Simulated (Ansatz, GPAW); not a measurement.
# A 11-layer slab of Ca(110): work function by functional and basis, part 2 of 3

Aim: the work function of both faces of a 11-layer slab of Ca(110), and its spread over functionals and bases.

GPAW 26.7.0 and Ansatz 0.2.0; Ansatz plane waves; slab in vacuum with a dipole correction, relaxation (the session's first sound run).

So far, upper work function (eV): step 2 (relaxation) 2.81.

**3. Plane waves, PBE**

With the geometry fixed, the planar mean of the potential gives the vacuum level on each side.

This step: GPAW, PAW setups; slab in vacuum (GPAW 26.7.0).

Input file run.py:

```python
import json
import numpy as np
from ase import Atoms
from gpaw import GPAW, PW

slab = Atoms(
    ['Ca', 'Ca', 'Ca', 'Ca', 'Ca', 'Ca', 'Ca', 'Ca', 'Ca', 'Ca', 'Ca'],
    positions=[
        [0.00000, 0.00000, 7.00000],
        [2.79000, 1.97283, 8.97283],
        [0.00000, 0.00000, 10.94566],
        [2.79000, 1.97283, 12.91848],
        [0.00000, 0.00000, 14.89131],
        [2.79000, 1.97283, 16.81956],
        [0.00000, -0.00000, 18.76344],
        [2.79000, 1.97283, 20.70306],
        [0.00000, -0.00000, 22.66878],
        [2.79000, 1.97283, 24.57493],
        [0.00000, -0.00000, 26.45120]],
    cell=[[5.58, 0.0, 0.0], [0.0, 3.94566, 0.0], [0.0, 0.0, 33.72828]],
    pbc=[True, True, False])

slab.calc = GPAW(mode=PW(400), xc='PBE', kpts={'size': (6, 8, 1), 'gamma': True},
                 occupations={'name': 'fermi-dirac', 'width': 0.1}, nbands='160%',
                 convergence={'density': 1e-05}, maxiter=200,
                 poissonsolver={'dipolelayer': 'xy'},
                 symmetry={'tolerance': 1e-3}, txt='slab.txt')
result = {}
energy = slab.get_potential_energy()
fermi = slab.calc.get_fermi_level()
v = slab.calc.get_electrostatic_potential().mean((0, 1)) - fermi
n = slab.calc.get_pseudo_density().mean((0, 1))
L = slab.cell[2, 2]
z = np.arange(len(v)) * L / len(v)
low, high = slab.positions[:, 2].min(), slab.positions[:, 2].max()
below, above = np.interp([low - 4.8, high + 4.8], z, v)
slopes = [np.interp(x, z, np.gradient(v, z)) for x in (low - 4.8, high + 4.8)]
eps = np.array([[slab.calc.get_eigenvalues(k, s) for k in range(len(slab.calc.get_ibz_k_points()))]
                for s in range(slab.calc.get_number_of_spins())]) - fermi
top, bottom = eps[eps < 0].max(), eps[eps > 0].min()
dipole = slab.get_dipole_moment()[2]
print(f'energy {energy:.4f} eV, Fermi level {fermi:.4f} eV, dipole {dipole:.5f} e A')
print(f'potential 4.8 A off the faces, from the Fermi level: lower {below:.4f} eV, upper {above:.4f} eV')
print(f'slope of the potential there: lower {slopes[0]:.5f}, upper {slopes[1]:.5f} eV/A')
print(f'nearest levels on the mesh: {top:.4f} and {bottom:.4f} eV')
print('magnetic moment', round(slab.get_magnetic_moment(), 3))
result.update(energy=energy, fermi=fermi, dipole=dipole, below=below, above=above, slopes=slopes, edges=[top, bottom],
              z=z.tolist(), v=v.tolist(), n=n.tolist(), positions=slab.positions.tolist(),
              forces=slab.get_forces(apply_constraint=False).tolist(), moments=slab.get_magnetic_moments().tolist())
json.dump(result, open('result.json', 'w'))
```

Command:

```sh
$ OMP_NUM_THREADS=1 OPENBLAS_NUM_THREADS=1 python run.py
```

What it wrote:

```text
energy -20.6567 eV, Fermi level 1.1112 eV, dipole -0.00064 e A
potential 4.8 A off the faces, from the Fermi level: lower 2.8101 eV, upper 2.8157 eV
slope of the potential there: lower -0.00478, upper 0.00480 eV/A
nearest levels on the mesh: -0.0037 and 0.0032 eV
magnetic moment 0.0
```

Run time: 38 min. Hardware: 1 thread of Arm Neoverse N1, shared host; peak memory 0.76 GiB.

Numbers from this step:

```yaml
dipole_along_the_normal: -6.39e-4 e·Å
levels_nearest_the_fermi_level_on_the_mesh: -0.003697, 0.003216 eV from the Fermi level
upper_work_function: 2.816 eV
lower_work_function: 2.810 eV
```

The electrostatic potential energy of an electron (without an applied field's), less the Fermi level, planar mean oscillates, so the rows of the table below give means over windows of 1.9 Å about each position, cut where the curve ends. Its maxima inside the range that stand out by 2 % of the span (Å: eV): 8.0: -0.980, 9.9: -0.866, 11.9: -0.866, 13.9: -0.858, 15.8: -1.04, 17.8: -0.953, 19.7: -0.991, 21.7: -0.874, 23.6: -1.08, 25.5: -1.35. Its minima: 7.0: -6.42, 9.0: -6.18, 10.9: -6.07, 13.0: -6.19, 14.9: -6.23, 16.9: -6.22, 18.8: -6.26, 20.7: -6.21, 22.8: -6.07, 24.6: -6.24, 26.5: -6.53.

The electrostatic potential energy of an electron (without an applied field's), less the Fermi level, planar mean by z; means over each step:

z (Å), electrostatic potential energy of an electron (without an applied field's), less the Fermi level, planar mean (eV) and a bar from the least value:
```
     0.95       2.81 ##############################
     2.85       2.80 ##############################
     4.75       2.39 ############################
     6.65      -2.79 ####
     8.55      -3.26 ##
    10.45      -3.17 ##
    12.35      -3.16 ##
    14.25      -3.15 ##
    16.15      -3.28 ##
    18.05      -3.22 ##
    19.95      -3.23 ##
    21.85      -3.10 ##
    23.75      -3.32 #
    25.65      -3.63 
    27.55      -0.05 #################
    29.45       2.70 #############################
    31.35       2.81 ##############################
    33.25       2.82 ##############################
```

The pseudo valence density, planar mean oscillates, so the rows of the table below give means over windows of 2 Å about each position, cut where the curve ends. Its maxima inside the range that stand out by 2 % of the span (Å: e/Å³): 7.0: 0.435, 9.1: 0.433, 11.0: 0.447, 12.9: 0.441, 15.0: 0.438, 16.9: 0.445, 18.8: 0.449, 20.7: 0.445, 22.8: 0.431, 24.7: 0.437, 26.4: 0.422. Its minima: 8.0: 0.0812, 9.9: 0.0811, 12.0: 0.0834, 13.9: 0.0802, 15.8: 0.0862, 17.7: 0.0871, 19.8: 0.0871, 21.7: 0.0816, 23.6: 0.0880, 25.5: 0.0925.

Pseudo valence density, planar mean against z; means over each step:

z (Å), pseudo valence density, planar mean (e/Å³) and a bar:
```
        0      0.000 
        2      0.000 
        4      0.002 
        6      0.112 ##############
        8      0.232 #############################
       10      0.232 #############################
       12      0.233 #############################
       14      0.233 #############################
       16      0.241 ##############################
       18      0.238 ##############################
       20      0.236 #############################
       22      0.234 #############################
       24      0.240 ##############################
       26      0.235 #############################
       28      0.029 ####
       30      0.001 
       32      0.000
```

Force by atom:

```tsv
atom	x (eV/Å)	y (eV/Å)	z (eV/Å)	size
Ca1	0.000	0.000	0.115	0.115
Ca2	0.000	0.000	0.010	0.010
Ca3	0.000	0.000	-0.069	0.069
Ca4	0.000	0.000	-0.021	0.021
Ca5	0.000	0.000	-0.054	0.054
Ca6	0.000	0.000	0.001	0.001
Ca7	0.000	0.000	0.008	0.008
Ca8	0.000	0.000	0.006	0.006
Ca9	0.000	0.000	-0.017	0.017
Ca10	0.000	0.000	0.000	0.000
Ca11	0.000	0.000	0.021	0.021
```

The potential is flat to 0.005 eV/Å where it is read, so the vacuum is wide enough. The geometry is the other program's minimum; here the largest force on a free atom is 0.021 eV/Å.

**4. Self-consistent run: xc = "LDA"**

The same geometry under LDA, to see how far the functional moves the levels against the vacuum.

run.py: that of step 3 with these lines changed.

```diff
@@ -22,3 +22,3 @@
 
-slab.calc = GPAW(mode=PW(400), xc='PBE', kpts={'size': (6, 8, 1), 'gamma': True},
+slab.calc = GPAW(mode=PW(400), xc='LDA', kpts={'size': (6, 8, 1), 'gamma': True},
                  occupations={'name': 'fermi-dirac', 'width': 0.1}, nbands='160%',
```

What it wrote:

```text
energy -23.3405 eV, Fermi level 0.9436 eV, dipole -0.00067 e A
potential 4.8 A off the faces, from the Fermi level: lower 2.9270 eV, upper 2.9328 eV
slope of the potential there: lower -0.00433, upper 0.00435 eV/A
nearest levels on the mesh: -0.0013 and 0.0108 eV
magnetic moment 0.0
```

The job ended after 41 min (1 thread; peak memory 0.76 GiB).

Numbers from this step:

```yaml
dipole_along_the_normal: -6.65e-4 e·Å
levels_nearest_the_fermi_level_on_the_mesh: -0.001269, 0.01076 eV from the Fermi level
upper_work_function: 2.933 eV
lower_work_function: 2.927 eV
```

The electrostatic potential energy of an electron (without an applied field's), less the Fermi level, planar mean oscillates, so the rows of the table below give means over windows of 1.9 Å about each position, cut where the curve ends. Its maxima inside the range that stand out by 2 % of the span (Å: eV): 8.0: -0.761, 9.9: -0.647, 11.9: -0.648, 13.9: -0.640, 15.8: -0.819, 17.8: -0.735, 19.7: -0.771, 21.7: -0.656, 23.6: -0.853, 25.5: -1.13. Its minima: 7.0: -6.26, 9.0: -6.00, 10.9: -5.89, 13.0: -6.01, 14.9: -6.06, 16.9: -6.04, 18.8: -6.09, 20.7: -6.03, 22.8: -5.89, 24.6: -6.05, 26.5: -6.37.

Table of electrostatic potential energy of an electron (without an applied field's), less the Fermi level, planar mean by z; means over each step:

```tsv
z (Å)	electrostatic potential energy of an electron (without an applied field's), less the Fermi level, planar mean (eV)
0.95	2.93
2.85	2.92
4.75	2.51
6.65	-2.63
8.55	-3.06
10.45	-2.97
12.35	-2.96
14.25	-2.95
16.15	-3.08
18.05	-3.02
19.95	-3.03
21.85	-2.90
23.75	-3.12
25.65	-3.43
27.55	0.0914
29.45	2.82
31.35	2.93
33.25	2.93
```

The pseudo valence density, planar mean oscillates, so the rows of the table below give means over windows of 1 Å about each position, cut where the curve ends. Its maxima inside the range that stand out by 2 % of the span (Å: e/Å³): 7.0: 0.434, 9.1: 0.432, 11.0: 0.446, 12.9: 0.440, 15.0: 0.436, 16.9: 0.444, 18.8: 0.447, 20.7: 0.443, 22.8: 0.429, 24.7: 0.436, 26.4: 0.421. Its minima: 8.0: 0.0823, 9.9: 0.0820, 12.0: 0.0843, 13.9: 0.0812, 15.8: 0.0873, 17.7: 0.0881, 19.8: 0.0881, 21.7: 0.0826, 23.6: 0.0891, 25.5: 0.0937.

Pseudo valence density, planar mean against z; means over each step:

```tsv
z (Å)	pseudo valence density, planar mean (e/Å³)
2	3.8e-5
3	2.6e-4
4	0.00154
5	0.00726
6	0.0595
7	0.322
8	0.130
9	0.333
10	0.127
11	0.330
12	0.132
13	0.329
14	0.131
15	0.326
16	0.148
17	0.318
18	0.154
19	0.306
20	0.169
21	0.292
22	0.176
23	0.282
24	0.208
25	0.259
26	0.244
27	0.190
28	0.0153
29	0.00319
30	5.8e-4
31	9.0e-5
32	1.3e-5
```

Force by atom:

```tsv
atom	x (eV/Å)	y (eV/Å)	z (eV/Å)	size
Ca1	0.000	0.000	0.288	0.288
Ca2	0.000	0.000	0.056	0.056
Ca3	0.000	0.000	-0.072	0.072
Ca4	0.000	0.000	-0.017	0.017
Ca5	0.000	0.000	-0.046	0.046
Ca6	0.000	0.000	0.002	0.002
Ca7	0.000	0.000	0.006	0.006
Ca8	0.000	0.000	0.005	0.005
Ca9	0.000	0.000	0.000	0.000
Ca10	0.000	0.000	-0.051	0.051
Ca11	0.000	0.000	-0.170	0.170
```

The upper face's work function is 2.933 eV, against 2.816 eV in the first plane-wave PBE run at this geometry.

**5. Self-consistent run: xc = "revPBE"**

The same geometry under revPBE, to see how far the functional moves the levels against the vacuum.

run.py: that of step 4 with these lines changed.

```diff
@@ -22,3 +22,3 @@
 
-slab.calc = GPAW(mode=PW(400), xc='LDA', kpts={'size': (6, 8, 1), 'gamma': True},
+slab.calc = GPAW(mode=PW(400), xc='revPBE', kpts={'size': (6, 8, 1), 'gamma': True},
                  occupations={'name': 'fermi-dirac', 'width': 0.1}, nbands='160%',
```

What it wrote:

```text
energy -18.9549 eV, Fermi level 1.1882 eV, dipole -0.00065 e A
potential 4.8 A off the faces, from the Fermi level: lower 2.7371 eV, upper 2.7428 eV
slope of the potential there: lower -0.00512, upper 0.00515 eV/A
nearest levels on the mesh: -0.0000 and 0.0029 eV
magnetic moment 0.0
```

Run time: 38 min. Hardware: 1 thread; peak memory 0.76 GiB.

Numbers from this step:

| Quantity | Value |
| --- | --- |
| dipole along the normal | -6.48e-4 e·Å |
| levels nearest the Fermi level on the mesh | -3.16e-5, 0.002895 eV from the Fermi level |
| upper work function | 2.743 eV |
| lower work function | 2.737 eV |

The upper face's work function is 2.743 eV, against 2.816 eV in the first plane-wave PBE run at this geometry.

**6. Self-consistent run: xc = "vdW-DF2"**

The same geometry under vdW-DF2, to see how far the functional moves the levels against the vacuum (the van der Waals functionals take revPBE setups).

run.py: that of step 5 with these lines changed.

```diff
@@ -22,3 +22,3 @@
 
-slab.calc = GPAW(mode=PW(400), xc='revPBE', kpts={'size': (6, 8, 1), 'gamma': True},
+slab.calc = GPAW(mode=PW(400), xc='vdW-DF2', kpts={'size': (6, 8, 1), 'gamma': True},
                  occupations={'name': 'fermi-dirac', 'width': 0.1}, nbands='160%',
```

What it wrote:

```text
energy -416.8019 eV, Fermi level 0.9979 eV, dipole -0.00042 e A
potential 4.8 A off the faces, from the Fermi level: lower 3.0414 eV, upper 3.0451 eV
slope of the potential there: lower -0.00763, upper 0.00769 eV/A
nearest levels on the mesh: -0.0005 and 0.0199 eV
magnetic moment 0.0
```

Elapsed: 52 min, on 1 thread; peak memory 1.2 GiB.

This step gave:

* dipole along the normal: -4.23e-4 e·Å
* levels nearest the Fermi level on the mesh: -5.45e-4, 0.01993 eV from the Fermi level
* upper work function: 3.045 eV
* lower work function: 3.041 eV

The electrostatic potential energy of an electron (without an applied field's), less the Fermi level, planar mean oscillates, so the rows of the table below give means over windows of 1.9 Å about each position, cut where the curve ends. Its maxima inside the range that stand out by 2 % of the span (Å: eV): 8.0: -0.913, 9.9: -0.810, 11.9: -0.799, 13.9: -0.792, 15.8: -0.972, 17.8: -0.888, 19.7: -0.924, 21.7: -0.808, 23.6: -1.02, 25.5: -1.28. Its minima: 7.0: -6.36, 9.0: -6.14, 10.9: -6.01, 13.0: -6.12, 14.9: -6.17, 16.9: -6.15, 18.8: -6.20, 20.7: -6.14, 22.8: -6.00, 24.6: -6.19, 26.5: -6.46.

The electrostatic potential energy of an electron (without an applied field's), less the Fermi level, planar mean by z; means over each step:

```tsv
z (Å)	electrostatic potential energy of an electron (without an applied field's), less the Fermi level, planar mean (eV)
0.95	3.04
2.85	3.02
4.75	2.55
6.65	-2.72
8.55	-3.20
10.45	-3.11
12.35	-3.09
14.25	-3.08
16.15	-3.22
18.05	-3.15
19.95	-3.16
21.85	-3.03
23.75	-3.27
25.65	-3.56
27.55	0.0437
29.45	2.90
31.35	3.04
33.25	3.05
```

The upper face's work function is 3.045 eV, against 2.816 eV in the first plane-wave PBE run at this geometry.

**7. OptPBE vdW: xc = "optPBE-vdW"**

The same geometry under optPBE-vdW, to see how far the functional moves the levels against the vacuum (the van der Waals functionals take revPBE setups).

run.py: that of step 6 with these lines changed.

```diff
@@ -22,3 +22,3 @@
 
-slab.calc = GPAW(mode=PW(400), xc='vdW-DF2', kpts={'size': (6, 8, 1), 'gamma': True},
+slab.calc = GPAW(mode=PW(400), xc='optPBE-vdW', kpts={'size': (6, 8, 1), 'gamma': True},
                  occupations={'name': 'fermi-dirac', 'width': 0.1}, nbands='160%',
```

What it wrote:

```text
energy -94.8744 eV, Fermi level 1.0431 eV, dipole -0.00093 e A
potential 4.8 A off the faces, from the Fermi level: lower 2.9543 eV, upper 2.9617 eV
slope of the potential there: lower -0.00953, upper 0.00978 eV/A
nearest levels on the mesh: -0.0110 and 0.0061 eV
magnetic moment 0.0
```

It took 58 min on 1 thread; peak memory 1.2 GiB.

This step gave:

| Quantity | Value |
| --- | --- |
| dipole along the normal | -9.25e-4 e·Å |
| levels nearest the Fermi level on the mesh | -0.01102, 0.006076 eV from the Fermi level |
| upper work function | 2.962 eV |
| lower work function | 2.954 eV |

The upper face's work function is 2.962 eV, against 2.816 eV in the first plane-wave PBE run at this geometry.

**8. Self-consistent run: xc = "RPBE"**

The same geometry under RPBE, to see how far the functional moves the levels against the vacuum.

run.py: that of step 7 with these lines changed.

```diff
@@ -22,3 +22,3 @@
 
-slab.calc = GPAW(mode=PW(400), xc='optPBE-vdW', kpts={'size': (6, 8, 1), 'gamma': True},
+slab.calc = GPAW(mode=PW(400), xc='RPBE', kpts={'size': (6, 8, 1), 'gamma': True},
                  occupations={'name': 'fermi-dirac', 'width': 0.1}, nbands='160%',
```

What it wrote:

```text
energy -18.7400 eV, Fermi level 1.2038 eV, dipole -0.00064 e A
potential 4.8 A off the faces, from the Fermi level: lower 2.7372 eV, upper 2.7427 eV
slope of the potential there: lower -0.00551, upper 0.00554 eV/A
nearest levels on the mesh: -0.0089 and 0.0003 eV
magnetic moment 0.0
```

Run time: 39 min. Hardware: 1 thread; peak memory 0.76 GiB.

Numbers from this step:

| Item | Value |
| --- | --- |
| dipole along the normal | -6.37e-4 e·Å |
| levels nearest the Fermi level on the mesh | -0.008946, 2.56e-4 eV from the Fermi level |
| upper work function | 2.743 eV |
| lower work function | 2.737 eV |

The electrostatic potential energy of an electron (without an applied field's), less the Fermi level, planar mean oscillates, so the rows of the table below give means over windows of 1.9 Å about each position, cut where the curve ends. Its maxima inside the range that stand out by 2 % of the span (Å: eV): 8.0: -1.09, 9.9: -0.979, 11.9: -0.979, 13.9: -0.971, 15.8: -1.15, 17.8: -1.07, 19.7: -1.10, 21.7: -0.988, 23.6: -1.19, 25.5: -1.46. Its minima: 7.1: -6.50, 9.0: -6.28, 10.9: -6.17, 13.0: -6.29, 14.9: -6.33, 16.9: -6.31, 18.8: -6.36, 20.7: -6.31, 22.8: -6.17, 24.6: -6.33, 26.5: -6.61.

The electrostatic potential energy of an electron (without an applied field's), less the Fermi level, planar mean by z; means over each step:

```tsv
z (Å)	electrostatic potential energy of an electron (without an applied field's), less the Fermi level, planar mean (eV)
0.95	2.74
2.85	2.72
4.75	2.31
6.65	-2.87
8.55	-3.36
10.45	-3.28
12.35	-3.26
14.25	-3.25
16.15	-3.39
18.05	-3.32
19.95	-3.33
21.85	-3.20
23.75	-3.43
25.65	-3.73
27.55	-0.130
29.45	2.62
31.35	2.74
33.25	2.75
```

The upper face's work function is 2.743 eV, against 2.816 eV in the first plane-wave PBE run at this geometry.

**9. Real-space grid: mode = "fd"**

A real-space grid is a second complete basis, so it checks the plane-wave result.

run.py: that of step 8 with these lines changed.

```diff
@@ -3,3 +3,3 @@
 from ase import Atoms
-from gpaw import GPAW, PW
+from gpaw import GPAW
 
@@ -22,3 +22,3 @@
 
-slab.calc = GPAW(mode=PW(400), xc='RPBE', kpts={'size': (6, 8, 1), 'gamma': True},
+slab.calc = GPAW(mode='fd', h=0.18, xc='PBE', kpts={'size': (6, 8, 1), 'gamma': True},
                  occupations={'name': 'fermi-dirac', 'width': 0.1}, nbands='160%',
```

What it wrote:

```text
energy -21.0899 eV, Fermi level -2.8122 eV, dipole -0.00086 e A
potential 4.8 A off the faces, from the Fermi level: lower 2.8069 eV, upper 2.8138 eV
slope of the potential there: lower -0.00421, upper 0.00438 eV/A
nearest levels on the mesh: -0.0032 and 0.0037 eV
magnetic moment 0.0
```

It took 4.9 h on 1 thread; peak memory 4.4 GiB.

This step gave:

- dipole along the normal: -8.64e-4 e·Å
- levels nearest the Fermi level on the mesh: -0.003184, 0.003679 eV from the Fermi level
- upper work function: 2.814 eV
- lower work function: 2.807 eV

The upper face's work function is 2.814 eV, against 2.816 eV in the first plane-wave PBE run at this geometry.

**10. Cost and result by level**

Times are for 1 thread of Arm Neoverse N1, shared host. Results by setting:

```tsv
no.	run	upper work function (eV)	lower work function (eV)	time	memory (GiB)
1	pw	2.816	2.810	38 min	0.76
2	LDA	2.933	2.927	41 min	0.76
3	revPBE	2.743	2.737	38 min	0.76
4	vdW DF2	3.045	3.041	52 min	1.2
5	optPBE vdW	2.962	2.954	58 min	1.2
6	RPBE	2.743	2.737	39 min	0.76
7	fd	2.814	2.807	4.9 h	4.4
```

(Part 2 of 3 ends here.)

[Logs are printed without paths, hosts, clocks, repeated set-up lines and the standing remarks that a program may print on its own settings, such as how far it seeks lower states.]

[Hosts, paths, dates, database ids (printed as entryN), source tags and the programs' standing remarks are cut or masked in the printed files.]
